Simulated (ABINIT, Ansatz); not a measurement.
## A GW chain in ABINIT: CsPbCl3 (Pm-3m)

How does a plane-wave GW calculation on CsPbCl3 (Pm-3m) run from the first input to the gap?

Method: PBEsol and many-body steps on it, plane waves, in ABINIT 10.8.3.

### 1. Starting point

Symmetry: Pm-3m, No. 221, cubic system. The conventional cell has a = 5.605 Å, b = 5.605 Å, c = 5.605 Å, α = 90.00°, β = 90.00°, γ = 90.00°. Nearest to Cs lie 12 Cl at 3.96 Å. Pb has 6 Cl at 2.80 Å nearest. Nearest to Cl lie 2 Pb at 2.80 Å and 4 Cs at 3.96 Å. Farther neighbours and most contacts between anions are not listed.

Structure file:

```cif
data_structure
_symmetry_space_group_name_H-M 'Pm-3m'
_symmetry_Int_Tables_number 221
_cell_length_a 5.6050
_cell_length_b 5.6050
_cell_length_c 5.6050
_cell_angle_alpha 90.000
_cell_angle_beta 90.000
_cell_angle_gamma 90.000
_cell_volume 176.09
loop_
_atom_site_label
_atom_site_type_symbol
_atom_site_symmetry_multiplicity
_atom_site_Wyckoff_symbol
_atom_site_fract_x
_atom_site_fract_y
_atom_site_fract_z
_atom_site_occupancy
Cs1 Cs 1 a 0.00000 0.00000 0.00000 1
Pb1 Pb 1 b 0.50000 0.50000 0.50000 1
Cl1 Cl 3 c 0.50000 0.50000 0.00000 1
```

The cell and positions come from the Crystallography Open Database and are kept as given unless a step says otherwise. Spin-orbit coupling is left out unless a step names it.

### 2. Ground state

This step: ABINIT 10.8.3; DFT, PBEsol, plane waves, norm-conserving pseudopotentials.

The ground-state density comes first.

The input, run.abi:

```
acell 3*1.0 Angstrom
rprim 
  5.605000000000 0.000000000000 0.000000000000
  0.000000000000 5.605000000000 0.000000000000
  0.000000000000 0.000000000000 5.605000000000
ntypat 3
znucl 55 82 17
natom 5
typat 1 2 3 3 3
xred 
  0.000000000000 0.000000000000 0.000000000000
  0.500000000000 0.500000000000 0.500000000000
  0.500000000000 0.500000000000 0.000000000000
  0.000000000000 0.500000000000 0.500000000000
  0.500000000000 0.000000000000 0.500000000000
pp_dirpath "pseudos"
pseudos "Cs.upf, Pb.upf, Cl.upf"
ecut 25
ngkpt 4 4 4
nshiftk 1
shiftk 0 0 0
kptopt 1
chksymbreak 0
nband 28
occopt 1
tolvrs 1e-10
nstep 60
prtwf 0
optforces 0
optstress 0
indata_prefix "in"
outdata_prefix "out"
tmpdata_prefix "tmp"
```

On the command line:

```console
OMP_NUM_THREADS=1 mpirun -n 4 abinit run.abi > log
```

Numbers of over 12 decimals in the logs are rounded to 6 here.

The log of the run:

```text
.Version 10.8.3 of ABINIT. v10.8.2 released Aug 2026.

 Symmetries : space group Pm -3 m (#221); Bravais cP (primitive cubic)
================================================================================
 Values of the parameters that define the memory need of the present run
     intxc =       0    ionmov =       0      iscf =       7    lmnmax =       8
     lnmax =       8     mgfft =      48  mpssoang =       4    mqgrid =    3001
     natom =       5  nloc_mem =       1    nspden =       1   nspinor =       1
    nsppol =       1      nsym =      48    n1xccc =    2501    ntypat =       3
    occopt =       1   xclevel =       2
-    mband =          28        mffmem =           1         mkmem =           3
       mpw =        7128          nfft =      110592          nkpt =          10
================================================================================
  Rough estimation (10% accuracy) of disk space for files :
================================================================================

--------------------------------------------------------------------------------
------------- Echo of variables that govern the present computation ------------
--------------------------------------------------------------------------------
 -outvars: echo values of preprocessed input variables --------
            acell      1.8897261259E+00  1.8897261259E+00  1.8897261259E+00 Bohr

      chksymbreak           0
             ecut      2.50000000E+01 Hartree
-          fftalg         312

              ixc     -116133
              kpt      0.00000000E+00  0.00000000E+00  0.00000000E+00
                       2.50000000E-01  0.00000000E+00  0.00000000E+00
                       5.00000000E-01  0.00000000E+00  0.00000000E+00
                       2.50000000E-01  2.50000000E-01  0.00000000E+00
                       5.00000000E-01  2.50000000E-01  0.00000000E+00
                       5.00000000E-01  5.00000000E-01  0.00000000E+00
                       2.50000000E-01  2.50000000E-01  2.50000000E-01
                       5.00000000E-01  2.50000000E-01  2.50000000E-01
                       5.00000000E-01  5.00000000E-01  2.50000000E-01
                       5.00000000E-01  5.00000000E-01  5.00000000E-01
         kptrlatt        4    0    0      0    4    0      0    0    4
          kptrlen      4.23676597E+01
P           mkmem           3
            natom           5
            nband          28
            ngfft          48      48      48
             nkpt          10
            nstep          60
             nsym          48
           ntypat           3
              occ      2.000000  2.000000  2.000000  2.000000  2.000000  2.000000
                       2.000000  2.000000  2.000000  2.000000  2.000000  2.000000
                       2.000000  2.000000  2.000000  2.000000  2.000000  2.000000
                       2.000000  2.000000  2.000000  2.000000  0.000000  0.000000
                       0.000000  0.000000  0.000000  0.000000
        optforces           0
        optstress           0
            prtwf           0
            rprim      5.6050000000E+00  0.0000000000E+00  0.0000000000E+00
                       0.0000000000E+00  5.6050000000E+00  0.0000000000E+00
[...]
spgroup         221

           tolvrs      1.00000000E-10

             xred      0.0000000000E+00  0.0000000000E+00  0.0000000000E+00
[...]
znucl       55.00000   82.00000   17.00000

================================================================================

 chkinp: Checking input parameters for consistency.

================================================================================
== DATASET  1 ==================================================================
-   mpi_nproc: 4, omp_nthreads: 1 (-1 if OMP is not activated)

--- !DatasetInfo
iteration_state: {dtset: 1, }
dimensions: {natom: 5, nkpt: 10, mband: 28, nsppol: 1, nspinor: 1, nspden: 1, mpw: 7128, }
cutoff_energies: {ecut:  25.0, pawecutdg:  -1.0, }
electrons: {nelect:   4.40000000E+01, charge:   0.00000000E+00, occopt:   1.00000000E+00, tsmear:   1.00000000E-02, }

 Real(R)+Recip(G) space primitive vectors, cartesian coordinates (Bohr,Bohr^-1):
 R(1)= 10.5919149  0.0000000  0.0000000  G(1)=  0.0944116  0.0000000  0.0000000
 R(2)=  0.0000000 10.5919149  0.0000000  G(2)=  0.0000000  0.0944116  0.0000000
 R(3)=  0.0000000  0.0000000 10.5919149  G(3)=  0.0000000  0.0000000  0.0944116
 Unit cell volume ucvol=  1.1882928E+03 bohr^3
 Angles (23,13,12)=  9.00000000E+01  9.00000000E+01  9.00000000E+01 degrees

 getcut: wavevector=  0.0000  0.0000  0.0000  ngfft=  48  48  48
         ecut(hartree)=     25.000   => boxcut(ratio)=   2.01341

--- Pseudopotential description ------------------------------------------------
- Cs Generated using ONCVPSP code by D. R. Hamann
- 55.00000   9.00000  180301                  znucl, zion, pspdat
12 -116133 3 -1 2384                          pspcod,pspxc,lmax,lloc,mmax
     nproj     2     2     2     2
  pspatm : epsatm=   22.12462466
         --- l  ekb(1:nproj) -->
[...]
pspatm: atomic psp has been read  and splines computed

- Pb Generated using ONCVPSP code by D. R. Hamann
- 82.00000  14.00000  180301                  znucl, zion, pspdat
12 -116133 2 -1 1678                          pspcod,pspxc,lmax,lloc,mmax
     nproj     2     2     2     0
  pspatm : epsatm=   44.32674817
         --- l  ekb(1:nproj) -->
[...]
pspatm: atomic psp has been read  and splines computed

- Cl Generated using ONCVPSP code by D. R. Hamann
- 17.00000   7.00000  180301                  znucl, zion, pspdat
12 -116133 2 -1 1028                          pspcod,pspxc,lmax,lloc,mmax
     nproj     2     2     2     0
  pspatm : epsatm=    8.95520293
         --- l  ekb(1:nproj) -->
[...]
pspatm: atomic psp has been read  and splines computed

   4.10594719E+03                                ecore*ucvol(ha*bohr**3)
--------------------------------------------------------------------------------

_setup2: Arith. and geom. avg. npw (full set) are    7094.359    7094.321

================================================================================

--- !BeginCycle
iteration_state: {dtset: 1, }
solver: {iscf: 7, nstep: 60, nline: 4, wfoptalg: 0, }
tolerances: {tolvrs: 1.00E-10, }

     iter   Etot(hartree)      deltaE(h)  residm     vres2
 ETOT  1  -142.67694428185    -1.427E+02 1.553E-01 1.394E+02
 ETOT  2  -142.98177586155    -3.048E-01 1.301E-02 1.786E+01
 ETOT  3  -142.98803468178    -6.259E-03 2.632E-03 2.988E+00
 ETOT  4  -142.98827318425    -2.385E-04 4.301E-03 1.295E-01
 ETOT  5  -142.98828559241    -1.241E-05 1.607E-03 4.055E-02
 ETOT  6  -142.98829040367    -4.811E-06 4.348E-04 3.248E-03
 ETOT  7  -142.98829058556    -1.819E-07 3.709E-04 5.294E-04
 ETOT  8  -142.98829063176    -4.619E-08 1.458E-04 5.670E-05
 ETOT  9  -142.98829063584    -4.083E-09 1.628E-04 6.318E-06
 ETOT 10  -142.98829063685    -1.011E-09 4.611E-05 1.187E-07
 ETOT 11  -142.98829063691    -5.835E-11 6.640E-05 1.322E-09
 ETOT 12  -142.98829063691    -3.325E-12 1.811E-05 1.099E-09
 ETOT 13  -142.98829063691    -3.126E-13 2.630E-05 3.443E-11

 At SCF step   13       vres2   =  3.44E-11 < tolvrs=  1.00E-10 =>converged.

--- !ResultsGS
iteration_state: {dtset: 1, }
comment   : Summary of ground state results
lattice_vectors:
- [ 10.5919149,   0.0000000,   0.0000000, ]
- [  0.0000000,  10.5919149,   0.0000000, ]
- [  0.0000000,   0.0000000,  10.5919149, ]
lattice_lengths: [  10.59191,   10.59191,   10.59191, ]
lattice_angles: [ 90.000,  90.000,  90.000, ] # degrees, (23, 13, 12)
lattice_volume:   1.1882928E+03
convergence: {deltae: -3.126E-13, res2:  3.443E-11, residm:  2.630E-05, diffor:  0.000E+00, }
etotal    :  -1.42988291E+02
entropy   :   0.00000000E+00
fermie    :   7.20185379E-02
cartesian_stress_tensor: null
pressure_GPa: null
xred      :
- [  0.0000E+00,   0.0000E+00,   0.0000E+00, Cs]
- [  5.0000E-01,   5.0000E-01,   5.0000E-01, Pb]
- [  5.0000E-01,   5.0000E-01,   0.0000E+00, Cl]
- [  0.0000E+00,   5.0000E-01,   5.0000E-01, Cl]
- [  5.0000E-01,   0.0000E+00,   5.0000E-01, Cl]
cartesian_forces: null
force_length_stats: {min: null, max: null, mean: null, }

 Integrated electronic density in atomic spheres:
 ------------------------------------------------
 Atom  Sphere_radius  Integrated_density
[...]
================================================================================

 ----iterations are completed or convergence reached----

 Mean square residual over all n,k,spin=   25.571E-08; max=  26.299E-06
 reduced coordinates (array xred) for    5 atoms
       0.000000000000      0.000000000000      0.000000000000
       0.500000000000      0.500000000000      0.500000000000
       0.500000000000      0.500000000000      0.000000000000
       0.000000000000      0.500000000000      0.500000000000
       0.500000000000      0.000000000000      0.500000000000
 rms dE/dt=  0.0000E+00; max dE/dt=  0.0000E+00; dE/dt below (all hartree)
    1       0.000000000000      0.000000000000      0.000000000000
    2       0.000000000000      0.000000000000      0.000000000000
    3       0.000000000000      0.000000000000      0.000000000000
    4       0.000000000000      0.000000000000      0.000000000000
    5       0.000000000000      0.000000000000      0.000000000000

 cartesian coordinates (angstrom) at end:
    1      0.000000     0.000000     0.000000
    2      2.802500     2.802500     2.802500
    3      2.802500     2.802500     0.000000
    4      0.000000     2.802500     2.802500
    5      2.802500     0.000000     2.802500
 length scales=  1.889726125908  1.889726125908  1.889726125908 bohr
              =  1.000000000000  1.000000000000  1.000000000000 angstroms
 prteigrs : about to open file out_EIG
 Fermi (or HOMO) energy (hartree) =   0.07202   Average Vxc (hartree)=  -0.29914
 Eigenvalues (hartree) for nkpt=  10  k points:
 kpt#   1, nband= 28, wtk=  0.01563, kpt=  0.0000  0.0000  0.0000 (reduced coord)
  -0.71214   -0.54410   -0.54410   -0.53480   -0.53480   -0.53480   -0.48423   -0.45113
  -0.45113   -0.22617   -0.22617   -0.22617   -0.17418   -0.10100   -0.10100   -0.10100
  -0.02423   -0.02423   -0.02423   -0.02019   -0.02019   -0.02019    0.19039    0.22702
   0.22702    0.25970    0.25970    0.25970
 prteigrs : prtvol=0 or 1, do not print more k-points.

--- !EnergyTerms
iteration_state     : {dtset: 1, }
comment             : Components of total free energy in Hartree
kinetic             :  5.64345925074940E+01
hartree             :  3.47174806419088E+01
xc                  : -4.00045957303399E+01
Ewald energy        : -8.74707109854898E+01
psp_core            :  3.45533298995071E+00
local_psp           : -1.05790849917109E+02
non_local_psp       : -4.32954014332936E+00
total_energy        : -1.42988290636915E+02
total_energy_eV     : -3.89090960517367E+03
band_energy         : -1.20350104848889E+01

== END DATASET(S) ==============================================================
================================================================================

 -outvars: echo values of variables after computation  --------
           etotal     -1.4298829064E+02
            nband          28
             nkpt          10
          spgroup         221
 [... the other variables as echoed above ...]

 Calculation completed.
```

Run time: 30 s. Hardware: 4 MPI ranks of Arm Neoverse V2, shared host; peak memory 0.36 GiB.

This step gave:

```yaml
total_energy: -3890.9096 eV
gap: 1.802 eV
k_of_the_valence_top: 0.5, 0.5, 0.5
k_of_the_conduction_bottom: 0.5, 0.5, 0.5
least_direct_gap: 1.802 eV
```

The gap is direct, at (0.500, 0.500, 0.500).

(Part 1 of 3 ends here.)

[Paths, hosts, dates, memory and timing lines, banners, echoed tables and standing remarks are left out of the program output.]

[Logs are printed without paths, hosts, clocks, repeated set-up lines and the standing remarks that a program may print on its own settings, such as how far it seeks lower states.]

[Runs of the session that timed out or met a known fault of the program may be left out.]

[Hosts, paths, dates, database ids (printed as entryN), source tags and the programs' standing remarks are cut or masked in the printed files.]

[G0W0 gaps are taken among the corrected bands and points alone; a level outside them can change the order at an edge.]

[Where Ansatz stands beside ABINIT at settings called matched, ABINIT's density can come from a denser mesh and the files from another edition; pairs whose starting gaps differed by over 0.03 eV were left out, so agreement reads better than it is.]
